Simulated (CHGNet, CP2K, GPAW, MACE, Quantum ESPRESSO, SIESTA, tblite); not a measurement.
# Running random packing of B (94 atoms) with SIESTA, part 2 of 2

Aim: run random packing of B (94 atoms) in SIESTA and see how near its forces come to a plane-wave reference, and at what cost.

Program: SIESTA 5.4.2; the method stands at each step. Banners, paths, timers and routine set-up lines are dropped from the logs unmarked, and long logs keep their key lines alone; longer cuts are marked. The potentials were converted by us to PSML.

So far. Step 2 (PBE, DZP, shift 0.01 Ry, mesh 300 Ry): Forces lie 15 % from the reference's, at 4.2 times its CPU time (on 2 against 4 cores). Step 3 (PBE, DZP, shift 0.005 Ry, mesh 300 Ry): Against the first run (15 %), the force difference from the reference is 16 %, at 1.6 times the CPU time.

## 4. PBE, DZP, shift 0.01 Ry, mesh 100 Ry

Method: Kohn-Sham DFT, PBE, PseudoDojo 0.4.1 norm-conserving pseudopotentials (converted to PSML), numerical atomic orbitals (DZP), diagonalisation.

File input.fdf:

```
SystemLabel cell
NumberOfAtoms 94
NumberOfSpecies 1
%block ChemicalSpeciesLabel
  1 5 B
%endblock ChemicalSpeciesLabel
LatticeConstant 1.0 Ang
%block LatticeVectors
  9.30110 0.00000 0.00000
  0.00000 9.30110 0.00000
  0.00000 0.00000 9.30110
%endblock LatticeVectors
PAO.BasisSize DZP
PAO.EnergyShift 0.01 Ry
XC.Functional GGA
XC.Authors PBE
MeshCutoff 100 Ry
%block kgrid_Monkhorst_Pack
  1 0 0 0.0
  0 1 0 0.0
  0 0 1 0.0
%endblock kgrid_Monkhorst_Pack
SolutionMethod diagon
OccupationFunction FD
ElectronicTemperature 580 K
SCF.Mixer.Method Pulay
SCF.Mixer.Weight 0.05
SCF.Mixer.History 8
SCF.Mix Hamiltonian
MaxSCFIterations 300
SCF.DM.Tolerance 1e-04
SCF.H.Tolerance 1.0e-3 eV
WriteForces T
Write.HirshfeldPop T
Write.VoronoiPop T
Write.DM F
Write.H F
XML.Write F
AtomicCoordinatesFormat Fractional
%block AtomicCoordinatesAndAtomicSpecies
[... 94 atom lines left out: the same atoms as in the first run ...]
%endblock AtomicCoordinatesAndAtomicSpecies
```

Command:

```bash
$ OMP_NUM_THREADS=1 mpirun -np 2 siesta < input.fdf > output.txt
```

Output:

```text
Version         : 5.4.2
reinit: System Name:
reinit: System Label: cell
initatom: Reading input for the pseudopotentials and atomic orbitals ----------
Species number:   1 Atomic number:    5 Label: B
Ground state valence configuration (from tables):   2s02  2p01  3d00  4f00
---- Processing specs for species: B
GGA--PBE XC_GGA_X_PBE--XC_GGA_C_PBE pb
B pseudopotential only contains V_ls up to l=1 -- lmxkb reset.
Using PAO.SplitTailNorm
%block ChemicalSpeciesLabel
    1    5 B                       # Species index, atomic number, species label
[... lines left out ...]
stepf: Fermi-Dirac step function
        iscf     Eharris(eV)        E_KS(eV)     FreeEng(eV)     dDmax    Ef(eV) dHmax(eV)
[... lines left out ...]
SCF Convergence by DM+H criterion
[... lines left out ...]
SCF cycle converged after 19 iterations
[... lines left out ...]
   Max    4.399284
[... lines left out ...]
   Max    4.399284    constrained
Stress tensor Voigt[x,y,z,yz,xz,xy] (kbar):      234.61      159.90      158.17      -15.82       -0.40       10.49
[... lines left out ...]
siesta: FreeEng =     -7382.542295
[... lines left out ...]
siesta:       Kinetic =    4609.313707
siesta:       Hartree =     645.049903
siesta:         Exch. =   -2607.700231
siesta:         Corr. =    -360.894231
siesta:   Exch.-corr. =   -2968.594462
siesta:  Ion-electron =   -5600.865301
siesta:       Ion-ion =   -4067.240373
siesta:         Total =   -7382.336526
siesta:         Fermi =      -5.363782
siesta: Stress tensor (static) (eV/Ang**3):
siesta:     0.146432    0.006547   -0.000250
siesta:     0.006547    0.099799   -0.009875
siesta:    -0.000250   -0.009875    0.098723
siesta: Cell volume =        804.642451 Ang**3
siesta: Pressure (static):
siesta:                Solid            Molecule  Units
siesta:          -0.00125234         -0.00125838  Ry/Bohr**3
siesta:          -0.11498492         -0.11553881  eV/Ang**3
siesta:        -184.22615653       -185.11358837  kBar
    Orbital volume contribution        =          58.758379 eV
    (Free)E + p_basis*V_orbitals       =       -7323.783916 eV
    (Free)Eharris+ p_basis*V_orbitals  =       -7323.783925 eV
Hirshfeld Atomic Populations:
Atom #   charge [q] valence [e]  Species
     1     0.015285    2.984715  B
     2     0.005063    2.994937  B
     3    -0.001315    3.001315  B
[...]
--------------------
 Total     0.000005
Voronoi Atomic Populations:
Atom #   charge [q] valence [e]  Species
[...]
93    -0.049484    3.049484  B
    94    -0.033914    3.033914  B
--------------------
 Total    -0.000002
```

Elapsed: 86 s, on 2 MPI ranks of Arm Neoverse V2, shared host; peak memory 0.9 GiB; 2.9 min of CPU time.

Against the reference:

```yaml
r_m_s_force_component: 1.166 eV/Å
r_m_s_difference_of_force_components: 162.5 meV/Å
longest_difference_of_force_vectors: 587.2 meV/Å
force_difference_over_r_m_s_force: 14.7 %
slope_of_forces_against_the_reference_s: 1.046
correlation_of_force_components: 0.9912
pressure: -18.42 GPa
pressure_difference: 1.846 GPa
energy_less_the_same_level_run_s: 0.3631 meV/atom
r_m_s_force_difference_from_the_same_level_run: 1.395 meV/Å
```

This is a coarse setting, run to see what it loses.

Against the first run (15 %), the force difference from the reference is 15 %, at 0.29 times the CPU time: the change moves forces by 1.4 meV/Å r.m.s., so most of the difference comes from elsewhere.

## 5. A run with a doubtful setting

input.fdf, as its differences from that of step 4:

```diff
@@ -13,6 +13,6 @@
 PAO.BasisSize DZP
-PAO.EnergyShift 0.01 Ry
+PAO.EnergyShift 0.3 Ry
 XC.Functional GGA
 XC.Authors PBE
-MeshCutoff 100 Ry
+MeshCutoff 300 Ry
 %block kgrid_Monkhorst_Pack
@@ -29,3 +29,3 @@
 SCF.Mix Hamiltonian
-MaxSCFIterations 300
+MaxSCFIterations 60
 SCF.DM.Tolerance 1e-04
```

Output:

```text
Version         : 5.4.2
reinit: System Name:
reinit: System Label: cell
initatom: Reading input for the pseudopotentials and atomic orbitals ----------
Species number:   1 Atomic number:    5 Label: B
Ground state valence configuration (from tables):   2s02  2p01  3d00  4f00
---- Processing specs for species: B
GGA--PBE XC_GGA_X_PBE--XC_GGA_C_PBE pb
[... lines left out ...]
        iscf     Eharris(eV)        E_KS(eV)     FreeEng(eV)     dDmax    Ef(eV) dHmax(eV)
[... lines left out ...]
SCF Convergence by DM+H criterion
[... lines left out ...]
SCF cycle converged after 21 iterations
[... lines left out ...]
   Max    6.517208
[... lines left out ...]
   Max    6.517208    constrained
Stress tensor Voigt[x,y,z,yz,xz,xy] (kbar):     1905.70     1874.42     1860.16      -28.87       10.03       10.19
[... lines left out ...]
siesta: FreeEng =     -6920.359448
[... lines left out ...]
siesta:         Fermi =       3.494473
[... lines left out ...]
siesta:     0.006362    1.169919   -0.018019
siesta:     0.006263   -0.018019    1.161023
siesta: Cell volume =        804.642451 Ang**3
siesta: Pressure (static):
siesta:                Solid            Molecule  Units
siesta:          -0.01278062         -0.01258024  Ry/Bohr**3
siesta:          -1.17346265         -1.15506444  eV/Ang**3
siesta:       -1880.09443142      -1850.61725085  kBar
    Orbital volume contribution        =           8.931834 eV
    (Free)E + p_basis*V_orbitals       =       -6911.427614 eV
    (Free)Eharris+ p_basis*V_orbitals  =       -6911.427622 eV
Hirshfeld Atomic Populations:
Atom #   charge [q] valence [e]  Species
     1     0.013789    2.986211  B
     2     0.044567    2.955433  B
     3     0.018625    2.981375  B
[...]
--------------------
 Total    -0.000046
Voronoi Atomic Populations:
Atom #   charge [q] valence [e]  Species
[...]
93    -0.036272    3.036272  B
    94    -0.028493    3.028493  B
--------------------
 Total    -0.000046
```

The job ended after 34 s (2 MPI ranks; peak memory 0.63 GiB).

The run converged all the same. The fault in the input: orbitals confined far too tightly (energy shift 0.3 Ry).

Against the reference:

* r.m.s. difference of force components: 1330 meV/Å
* longest difference of force vectors: 5569 meV/Å
* force difference over r.m.s. force: 120.2 %
* slope of forces against the reference's: 1.183
* correlation of force components: 0.7054

## 6. The ladder

Differences are against the plane-wave reference, forces as r.m.s. over components; share is that over the reference's r.m.s. force, slope the least-squares factor from reference forces to these. Total energies of different programs have different zeros and aren't compared.

| run | Δ force, r.m.s. (meV/Å) | share (%) | slope | Δ pressure (GPa) | cores | CPU time | memory (GiB) |
| --- | --- | --- | --- | --- | --- | --- | --- |
| reference | - | - | - | - | 4 | 2.3 min | 2.0 |
| SIESTA PBE, DZP, shift 0.01 Ry, mesh 300 Ry | 163 | 14.7 | 1.046 | 1.86 | 2 | 9.8 min | 1.7 |
| SIESTA PBE, DZP, shift 0.005 Ry, mesh 300 Ry | 180 | 16.2 | 1.034 | 2.50 | 2 | 16 min | 2.0 |
| SIESTA PBE, DZP, shift 0.01 Ry, mesh 100 Ry (coarse) | 163 | 14.7 | 1.046 | 1.85 | 2 | 2.9 min | 0.9 |

Rows marked coarse were listed beforehand as settings not expected to be converged; some can still land near the reference.

CPU time is summed over cores on a shared host, where runs went side by side, so it is rough. Symmetry, cutoffs, thresholds, outputs and thread counts weren't matched or tuned between programs; memory under MPI is the largest rank's times the ranks.

Within one program, basis, potentials and functional, energies share a zero. Each run against its twin at the usual cutoff or grid and solver:

| run | twin | Δ energy (meV/atom) | Δ force, r.m.s. (meV/Å) | CPU time over the twin's |
| --- | --- | --- | --- | --- |
| SIESTA PBE, DZP, shift 0.01 Ry, mesh 100 Ry | DZP, shift 0.01 Ry, mesh 300 Ry | 0.363 | 1.40 | 0.29 |

## 7. What came out

```
nearest in forces : a tie at 15 % of 2 runs: SIESTA PBE, DZP, shift 0.01 Ry, mesh 300 Ry; SIESTA PBE, DZP, shift 0.01 Ry, mesh 100 Ry (coarse)
```

In words: The PBE runs in local orbitals, coarse settings apart, differ by 15 % (SIESTA PBE, DZP, shift 0.01 Ry, mesh 300 Ry) to 16 % (SIESTA PBE, DZP, shift 0.005 Ry, mesh 300 Ry); basis, grid and potentials can all enter. Runs with settings chosen to be coarse differ by 15 % (SIESTA PBE, DZP, shift 0.01 Ry, mesh 100 Ry), their programs' other errors included. None of the electronic-structure runs in the table takes under half the reference's CPU time of 2.3 min; they take 1.2 to 6.9 times as much. In pressure, SIESTA PBE, DZP, shift 0.005 Ry, mesh 300 Ry misses by +2.5 GPa, at the same functional. The reference's pressure holds the uncorrected Pulay stress of its 45 Ry basis, so small pressure differences, and their order, may be the reference's own error. The reference's stress is far from hydrostatic: its diagonal is -25.5, -17.7, -17.6 GPa, compression counted positive. The reference's pressure of -20 GPa says that the cell would shrink at this level of theory. The electronic-structure runs sample only Γ, in a cell whose shortest periodic width is 9 Å, which is coarse for a cell with partly filled levels.

[Also dropped from logs without a mark: logging warnings of Python, and SIESTA's first energy breakdown and zero terms.]

[Logs are printed without paths, hosts, clocks, repeated set-up lines and the standing remarks that a program may print on its own settings, such as how far it seeks lower states.]

[Hosts, paths, dates, database ids (printed as entryN), source tags and the programs' standing remarks are cut or masked in the printed files.]
